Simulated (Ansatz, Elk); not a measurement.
# Bonding as seen by X-rays: LiCu3S3

Structure refinements treat a crystal as free atoms side by side. For a made-up structure of LiCu3S3 (cell and positions from a PBE relaxation) the runs below show what the calculated density changes in F(hkl).

Method: DFT, PBE, all-electron APW+lo, Dirac cores, scalar-relativistic bands, static density, no spin, in Elk 11.2.3 (patched build).

The structure was built from a prototype and need not be the compound's stable phase.

### 1. The structure

The structure is cubic, space group Pm-3m (No. 221). The conventional cell has a = 4.779 Å, b = 4.779 Å, c = 4.779 Å, α = 90.00°, β = 90.00°, γ = 90.00°. Cu has 4 S at 2.39 Å nearest. S has 4 Cu at 2.39 Å and 2 Li at 2.39 Å nearest. Nearest to Li lie 6 S at 2.39 Å. Farther neighbours and most contacts between anions are not listed.

### 2. Ground state and structure factors

An all-electron density is needed, since X-rays see the cores too. Task 0 finds the density and task 195 Fourier-transforms it; tshift is off so that phases refer to the origin typed.

Contents of elk.in:

```
tasks
  0
  195

xctype
  20

spinpol
  .false.

rgkmax
  7.0

gmaxvr
  14.0

lmaxo
  7

lmaxapw
  8

swidth
  0.002

tshift
  .false.

ramdisk
  .false.

hmaxvr
  5.5

maxscl
  120

epspot
  1e-06

sppath
  './'

avec
  9.03086549892 0.00000000000 0.00000000000
  0.00000000000 9.03086549892 0.00000000000
  0.00000000000 0.00000000000 9.03086549892

atoms
  3
  'Cu.in'
  3
  0.5000000000 0.0000000000 0.0000000000   0.000000 0.000000 0.000000
  0.0000000000 -0.0000000000 0.5000000000   0.000000 0.000000 0.000000
  -0.0000000000 0.5000000000 -0.0000000000   0.000000 0.000000 0.000000
  'S.in'
  3
  0.0000000000 0.5000000000 0.5000000000   0.000000 0.000000 0.000000
  0.5000000000 0.5000000000 0.0000000000   0.000000 0.000000 0.000000
  0.5000000000 -0.0000000000 0.5000000000   0.000000 0.000000 0.000000
  'Li.in'
  1
  0.5000000000 0.5000000000 0.5000000000   0.000000 0.000000 0.000000

ngridk
  5 5 5
```

Launch:

```sh
OMP_NUM_THREADS=4 elk
```

Numbers of over 12 decimals in the logs are rounded to 6 here.

Output:

```text
┌─────────────────────────┐
│ Elk code version 11.2.3 │
└─────────────────────────┘

All units are atomic (Hartree, Bohr, etc.)

┌─────────────────────────────────────────────────┐
│ Ground-state run starting from atomic densities │
└─────────────────────────────────────────────────┘

Lattice vectors :
   9.030865499       0.000000000       0.000000000
   0.000000000       9.030865499       0.000000000
   0.000000000       0.000000000       9.030865499

Reciprocal lattice vectors :
  0.6957456412       0.000000000       0.000000000
   0.000000000      0.6957456412       0.000000000
   0.000000000       0.000000000      0.6957456412

Unit cell volume      :    736.5260680
Brillouin zone volume :   0.3367840247

Muffin-tin inner radius fraction :   0.1000000000E-01

Nuclei treated as point charges

Species : 1 (Cu)
 parameters loaded from : Cu.in
 name : copper
 nuclear charge    :   -29.00000000
 electronic charge :    29.00000000
 atomic mass :    115837.2717
 muffin-tin radius :    2.329791000
 number of radial points in muffin-tin :    993
 inner part over the whole radius :   0.9979923818E-02
 number on inner part of muffin-tin    :    701
 approximate nuclear radius :   0.7406004541E-04
 number of mesh points to nuclear radius :    337
 atomic positions (lattice), magnetic fields (Cartesian) :
  1 :   0.50000000  0.00000000  0.00000000    0.00000000  0.00000000  0.00000000
  2 :   0.00000000  0.00000000  0.50000000    0.00000000  0.00000000  0.00000000
  3 :   0.00000000  0.50000000  0.00000000    0.00000000  0.00000000  0.00000000

Species : 2 (S)
 parameters loaded from : S.in
 name : sulphur
 nuclear charge    :   -16.00000000
 electronic charge :    16.00000000
 atomic mass :    58450.91931
 muffin-tin radius :    2.135641750
 number of radial points in muffin-tin :    793
 inner part over the whole radius :   0.9979569259E-02
 number on inner part of muffin-tin    :    554
 approximate nuclear radius :   0.6195814986E-04
 number of mesh points to nuclear radius :    251
 atomic positions (lattice), magnetic fields (Cartesian) :
  1 :   0.00000000  0.50000000  0.50000000    0.00000000  0.00000000  0.00000000
  2 :   0.50000000  0.50000000  0.00000000    0.00000000  0.00000000  0.00000000
  3 :   0.50000000  0.00000000  0.50000000    0.00000000  0.00000000  0.00000000

Species : 3 (Li)
 parameters loaded from : Li.in
 name : lithium
 nuclear charge    :   -3.000000000
 electronic charge :    3.000000000
 atomic mass :    12652.66898
 muffin-tin radius :    1.800000000
 number of radial points in muffin-tin :    593
 inner part over the whole radius :   0.9806707936E-02
 number on inner part of muffin-tin    :    401
 approximate nuclear radius :   0.4000070961E-04
 number of mesh points to nuclear radius :    148
 atomic positions (lattice), magnetic fields (Cartesian) :
  1 :   0.50000000  0.50000000  0.50000000    0.00000000  0.00000000  0.00000000

Total number of atoms per unit cell :    7
Total muffin-tin volume :    305.7463581
 ratio of muffin-tin to unit cell volume :   0.4151195340

Spin treatment :
 spin-unpolarised

Number of Bravais lattice symmetries :   48
Number of crystal symmetries         :   48
Crystal has inversion symmetry
Real symmetric eigensolver will be used

k-point grid :      5     5     5
k-point offset :    0.000000000       0.000000000       0.000000000
k-point set is reduced with full crystal symmetry group
Total number of k-points :       10

Muffin-tin radius times maximum |G+k| :    7.000000000
 using average radius
Maximum |G+k| for APW functions       :    3.224469486
Maximum (1/2)|G+k|²                   :    5.198601733
Maximum |G| for potential and density :    14.00000000
Constant for pseudocharge density :    8
 order of it for each species :   15  15  15
 order of it for pair densities of each species (exact exchange by exxq0 0: 16) :   11   9   5
Radial integration step length :    1

G-vector grid sizes :     42    42    42
Number of G-vectors :    34049

[...]
Density of states at Fermi energy :    230.4022021
 (states/Hartree/unit cell)

Estimated indirect band gap :   0.1687023141E-02
 from k-point 9 to k-point 9
Estimated direct band gap   :   0.1687023141E-02
 at k-point 9

Charges :
 core                        :    66.00000000
 valence                     :    72.00000000
 interstitial                :    9.798203149
 muffin-tins (core leakage)
  species : 1 (Cu)
[...]
species : 2 (S)
[...]
species : 3 (Li)
   atom 1                    :    2.257336032     (   0.000000000    )
 total in muffin-tins        :    128.2017969
 total calculated charge     :    137.9973305
 total charge                :    138.0000000
 error                       :   0.2669471233E-02

RMS change in Kohn-Sham potential (target) :    4.846141247     (  0.1000000000E-05)
Absolute change in total energy (target)   :    3.537413518     (  0.1000000000E-03)

[... loops 3 to 16 left out ...]

┌──────────────────┐
│ Loop number : 17 │
└──────────────────┘

Energies :
 Fermi                       :     0.172119
 sum of occupied eigenvalues :     -3520.5037855131
 electron kinetic            :      6260.2766981304
 core electron kinetic       :      5658.9462085659
 Coulomb                     :     -12148.774284164
 Coulomb potential           :     -9415.1754713791
 nuclear-nuclear             :     -902.22160660553
 electron-nuclear            :     -13100.401365255
 Hartree                     :      1853.8486876969
 Madelung                    :     -7441.1865484741
 xc potential                :     -365.60501226440
 exchange                    :     -275.59085777303
 correlation                 :     -6.161410
 electron entropic           :    -0.24550290599203E-02
 total energy                :     -6170.2523088287

Density of states at Fermi energy :    200.5031308
 (states/Hartree/unit cell)

Estimated indirect band gap :   0.6368827986E-03
 from k-point 8 to k-point 8
Estimated direct band gap   :   0.6368827986E-03
 at k-point 8

Charges :
 core                        :    66.00000000
 valence                     :    72.00000000
 interstitial                :    8.823179432
 muffin-tins (core leakage)
  species : 1 (Cu)
[...]
species : 2 (S)
[...]
species : 3 (Li)
   atom 1                    :    2.221048238     (   0.000000000    )
 total in muffin-tins        :    129.1768206
 total calculated charge     :    137.9973871
 total charge                :    138.0000000
 error                       :   0.2612915153E-02

RMS change in Kohn-Sham potential (target) :   0.9365365055E-06 (  0.1000000000E-05)
Absolute change in total energy (target)   :   0.4789856484E-04 (  0.1000000000E-03)

Convergence targets achieved

┌──────────────────┐
│ Loop number : 18 │
└──────────────────┘

Energies :
 Fermi                       :     0.172119
 sum of occupied eigenvalues :     -3520.5037924287
 electron kinetic            :      6260.2766933792
 core electron kinetic       :      5658.9462009129
 Coulomb                     :     -12148.774289117
 Coulomb potential           :     -9415.1754710491
 nuclear-nuclear             :     -902.22160660553
 electron-nuclear            :     -13100.401375044
 Hartree                     :      1853.8486925321
 Madelung                    :     -7441.1865535928
 xc potential                :     -365.60501475879
 exchange                    :     -275.59085802572
 correlation                 :     -6.161410
 electron entropic           :    -0.24550301555195E-02
 total energy                :     -6170.2523188201

Density of states at Fermi energy :    200.5032544
 (states/Hartree/unit cell)

Estimated indirect band gap :   0.6368612557E-03
 from k-point 8 to k-point 8
Estimated direct band gap   :   0.6368612557E-03
 at k-point 8

Charges :
 core                        :    66.00000000
 valence                     :    72.00000000
 interstitial                :    8.823180030
 muffin-tins (core leakage)
  species : 1 (Cu)
[...]
species : 2 (S)
   atom 1                    :    14.36346227     (  0.1076587108E-03)
   atom 2                    :    14.36346227     (  0.1076587108E-03)
   atom 3                    :    14.36346227     (  0.1076587108E-03)
  species : 3 (Li)
   atom 1                    :    2.221048234     (   0.000000000    )
 total in muffin-tins        :    129.1768200
 total calculated charge     :    137.9973871
 total charge                :    138.0000000
 error                       :   0.2612915727E-02

┌──────────────────────────────┐
│ Self-consistent loop stopped │
└──────────────────────────────┘

Warning : core states of species 1 leak from the muffin-tin :   0.2328920599E-03

Warning : core states of species 2 leak from the muffin-tin :   0.1076587108E-03

Wrote STATE.OUT
```

Elapsed: 29 s, on 4 threads of Arm Neoverse V2, shared host; peak memory 0.21 GiB.

SFACRHO.OUT:

```text

h k l indices transformed by vhmat matrix:
   1.000000000       0.000000000       0.000000000    
   0.000000000       1.000000000       0.000000000    
   0.000000000       0.000000000       1.000000000    

      h      k      l  multipl.   |H|            Re(F)            Im(F)           |F|

      0      0      0      1   0.0000000       138.00000     -0.48918048E-16   138.00000    
      0     -1      0      6  0.69574564       10.144194     -0.28640111E-13   10.144194    
     -1      0      1     12  0.98393292      -36.005766      0.21003309E-14   36.005766    
      1      1      1      8   1.2050668      -38.486951      0.74183622E-14   38.486951    
      0      0     -2      6   1.3914913       103.22084      0.51117306E-13   103.22084    
     -1      0     -2     24   1.5557345       10.088303     -0.63327692E-14   10.088303    
     -1      1     -2     24   1.7042218      -29.459420      0.11469427E-14   29.459420    
      2      2      0     12   1.9678658       88.048388     -0.89994856E-13   88.048388    
      2     -2      1     24   2.0872369       8.9950436      0.28143312E-13   8.9950436    
      0      0      3      6   2.0872369       8.8001022      0.15285927E-13   8.8001022    
     -3      1      0     24   2.2001409      -25.651933     -0.86574040E-15   25.651933    
     -1     -1     -3     24   2.3075272      -30.570328     -0.92807278E-14   30.570328    
      2     -2     -2      8   2.4101336       78.703576      0.40383683E-13   78.703576    
     -2     -3      0     24   2.5085466       7.7798352      0.13159493E-13   7.7798352    
     -2      1      3     48   2.6032418      -23.319347      0.23092864E-13   23.319347    
      4      0      0      6   2.7829826       72.050285     -0.73928027E-13   72.050285    
      3      2     -2     24   2.8686328       6.8371743      0.55093231E-14   6.8371743    
     -4      0     -1     24   2.8686328       6.7938933      0.18354517E-13   6.7938933
```

Elk indexes on the primitive cell of elk.in and gives |H| = 4π sin θ/λ in inverse bohr. Below, one row stands for each form hkl of the conventional cell (m members, Friedel mates merged), F is for one primitive cell and the density is static (no thermal factor). Free-atom factors are Waasmaier and Kirfel's, and R is Σm||F|−|F'||/Σm|F|.

| hkl | m | sin θ/λ (Å⁻¹) | abs F, DFT | neutral atoms | diff. |
| --- | --- | --- | --- | --- | --- |
| 100 | 6 | 0.105 | 10.144 | 10.727 | -0.583 |
| 110 | 12 | 0.148 | 36.006 | 36.169 | -0.163 |
| 111 | 8 | 0.181 | 38.487 | 39.579 | -1.092 |
| 200 | 6 | 0.209 | 103.221 | 103.916 | -0.695 |
| 210 | 24 | 0.234 | 10.088 | 10.353 | -0.265 |
| 211 | 24 | 0.256 | 29.459 | 29.655 | -0.195 |
| 220 | 12 | 0.296 | 88.048 | 88.889 | -0.841 |
| 221 | 24 | 0.314 | 8.995 | 9.066 | -0.071 |
| 300 | 6 | 0.314 | 8.800 | 9.066 | -0.266 |
| 310 | 24 | 0.331 | 25.652 | 25.953 | -0.301 |
| 311 | 24 | 0.347 | 30.570 | 30.863 | -0.293 |
| 222 | 8 | 0.362 | 78.704 | 79.201 | -0.498 |
| 320 | 24 | 0.377 | 7.780 | 7.823 | -0.043 |
| 321 | 48 | 0.392 | 23.319 | 23.418 | -0.099 |
| 400 | 6 | 0.418 | 72.050 | 72.114 | -0.064 |
| 322 | 24 | 0.431 | 6.837 | 6.792 | +0.045 |
| 410 | 24 | 0.431 | 6.794 | 6.792 | +0.002 |
| 411 | 24 | 0.444 | 21.699 | 21.509 | +0.191 |
| 330 | 12 | 0.444 | 21.375 | 21.509 | -0.134 |
| 331 | 24 | 0.456 | 23.690 | 23.616 | +0.074 |
| 420 | 24 | 0.468 | 66.520 | 66.550 | -0.030 |
| 421 | 48 | 0.479 | 6.001 | 5.974 | +0.027 |

### 3. The highest occupied states alone

An energy window below the Fermi level keeps the highest occupied states, to see at which angles they scatter; shallow core shells can lie inside it and anion s states outside. No new self-consistency is needed.

elk.in: that of step 2 with these lines changed.

```diff
@@ -1,3 +1,2 @@
 tasks
-  0
   195
@@ -40,2 +39,5 @@
 
+wsfac
+  -0.379120 0.472120
+
 sppath
```

Launch:

```sh
OMP_NUM_THREADS=4 elk
```

Output:

```text
┌─────────────────────────────────┐
│ Elk code version 11.2.3 started │
└─────────────────────────────────┘

Info(readinput): the functional depends on the density's gradient
 muffin-tin radial points multiplied by    2.00000
 (not where nrmtscf is given)

┌────────────────────┐
│ Current task : 195 │
└────────────────────┘
Info(checkmt): changed muffin-tin radius of species 1 (Cu) from   2.4000 to   2.3298
Info(checkmt): changed muffin-tin radius of species 2 (S) from   2.2000 to   2.1356

Info(sfacrho): density structure factors written to SFACRHO.OUT

 Energy window :  -0.3791200000      0.4721200000

┌──────────────────┐
│ Elk code stopped │
└──────────────────┘
```

Wall time 13 s (4 threads); peak memory 0.16 GiB; 15 s of CPU time.

States within 15 eV below the Fermi level hold 52.00 electrons; any levels below the window count with the cores. Their amplitudes can exceed the total, where window and core parts have opposite phase:

| hkl | sin θ/λ (Å⁻¹) | abs F, window | abs F, all |
| --- | --- | --- | --- |
| 100 | 0.105 | 4.347 | 10.144 |
| 110 | 0.148 | 11.041 | 36.006 |
| 111 | 0.181 | 15.034 | 38.487 |
| 200 | 0.209 | 24.277 | 103.221 |
| 210 | 0.234 | 4.980 | 10.088 |
| 211 | 0.256 | 6.335 | 29.459 |
| 220 | 0.296 | 15.070 | 88.048 |
| 221 | 0.314 | 4.414 | 8.995 |
| 300 | 0.314 | 4.220 | 8.800 |
| 310 | 0.331 | 4.106 | 25.652 |

### 4. Another functional

The difference from free atoms is small, so it is set against the change that PBEsol makes.

elk.in: that of step 3 with these lines changed.

```diff
@@ -1,2 +1,3 @@
 tasks
+  0
   195
@@ -4,3 +5,3 @@
 xctype
-  20
+  22
 
@@ -39,5 +40,2 @@
 
-wsfac
-  -0.379120 0.472120
-
 sppath
```

Launch:

```sh
OMP_NUM_THREADS=4 elk
```

Output:

```text
┌─────────────────────────┐
│ Elk code version 11.2.3 │
└─────────────────────────┘

All units are atomic (Hartree, Bohr, etc.)

┌─────────────────────────────────────────────────┐
│ Ground-state run starting from atomic densities │
└─────────────────────────────────────────────────┘

Lattice vectors :
   9.030865499       0.000000000       0.000000000
   0.000000000       9.030865499       0.000000000
   0.000000000       0.000000000       9.030865499

Reciprocal lattice vectors :
  0.6957456412       0.000000000       0.000000000
[...]
atom 3                    :    14.33858124     (  0.1084406472E-03)
  species : 3 (Li)
   atom 1                    :    2.223509708     (   0.000000000    )
 total in muffin-tins        :    129.1119426
 total calculated charge     :    137.9973787
 total charge                :    138.0000000
 error                       :   0.2621305505E-02

┌──────────────────────────────┐
│ Self-consistent loop stopped │
└──────────────────────────────┘

Warning : core states of species 1 leak from the muffin-tin :   0.2374699724E-03

Warning : core states of species 2 leak from the muffin-tin :   0.1084406472E-03

Wrote STATE.OUT
[key lines of the parts left out:]
total energy                :     -6164.2870185769
```

Run time: 30 s. Hardware: 4 threads; peak memory 0.22 GiB.

Against the first run R = 0.05 %; the largest change is -0.073 at 200.

### 5. Basis size

A smaller basis shows how fast F responds to it; the change is likely larger than the basis error of the first run, but doesn't show convergence.

elk.in: that of step 4 with these lines changed.

```diff
@@ -5,3 +5,3 @@
 xctype
-  22
+  20
 
@@ -11,3 +11,3 @@
 rgkmax
-  7.0
+  5.5
```

Launch:

```sh
OMP_NUM_THREADS=4 elk
```

Output:

```text
┌─────────────────────────┐
│ Elk code version 11.2.3 │
└─────────────────────────┘

All units are atomic (Hartree, Bohr, etc.)

┌─────────────────────────────────────────────────┐
│ Ground-state run starting from atomic densities │
└─────────────────────────────────────────────────┘

Lattice vectors :
   9.030865499       0.000000000       0.000000000
   0.000000000       9.030865499       0.000000000
   0.000000000       0.000000000       9.030865499

Reciprocal lattice vectors :
  0.6957456412       0.000000000       0.000000000
[...]
atom 3                    :    14.33967469     (  0.1072160675E-03)
  species : 3 (Li)
   atom 1                    :    2.216728899     (   0.000000000    )
 total in muffin-tins        :    128.9930866
 total calculated charge     :    137.9983862
 total charge                :    138.0000000
 error                       :   0.1613808481E-02

┌──────────────────────────────┐
│ Self-consistent loop stopped │
└──────────────────────────────┘

Warning : core states of species 1 leak from the muffin-tin :   0.2328718254E-03

Warning : core states of species 2 leak from the muffin-tin :   0.1072160675E-03

Wrote STATE.OUT
[key lines of the parts left out:]
total energy                :     -6170.1274017717
```

Elapsed: 26 s, on 4 threads; peak memory 0.2 GiB; 54 s of CPU time.

Against the first run R = 0.04 %; the largest change is -0.067 at 200.

### 6. Settings against the effect

| run | R against the first run (%) | R against neutral atoms, low angle (%) | wall time |
| --- | --- | --- | --- |
| PBE, rgkmax 7 | 0.00 | 1.15 | 29 s |
| PBEsol | 0.05 | 1.19 | 30 s |
| rgkmax 5.5 | 0.04 | 1.19 | 26 s |

### 7. Outcome

- R against neutral atoms, sin θ/λ < 0.3 Å⁻¹: 1.15 %
- R against neutral atoms, 0.3 to 0.82 Å⁻¹: 0.53 %

What this shows: Independent neutral atoms miss the calculated amplitudes by R = 1.15 % below 0.3 Å⁻¹ and 0.53 % from there to 0.82 Å⁻¹; by shells, 1.11 % below 0.15 Å⁻¹ (2 forms), 1.16 % 0.15 to 0.3 (5 forms), 0.69 % 0.3 to 0.45 (12 forms), 0.50 % above 0.45 (59 forms). Bonding, aspherical density and the tables' own atoms all enter these figures, and the runs don't part them. The largest change of an amplitude is -1.09 electrons, at 111. The window's part falls from 52.0 electrons at the origin to at most 8.00 between 0.45 and 0.82 Å⁻¹, where compact states inside the window still scatter. Below 0.3 Å⁻¹ the changes that finished (PBEsol and rgkmax 5.5) move F by R = 0.06 % at most, against the 1.15 % that separates it from free atoms. The k-mesh has no finished test. These runs have no spin, though d or f shells may be open. Part of the difference isn't bonding: the tables are fits to free atoms and ions calculated by other methods than this functional. Thermal motion, anomalous dispersion and extinction are left out.

[Logs are printed without paths, hosts, clocks, repeated set-up lines and the standing remarks that a program may print on its own settings, such as how far it seeks lower states.]

[Hosts, paths, dates, database ids (printed as entryN), source tags and the programs' standing remarks are cut or masked in the printed files.]
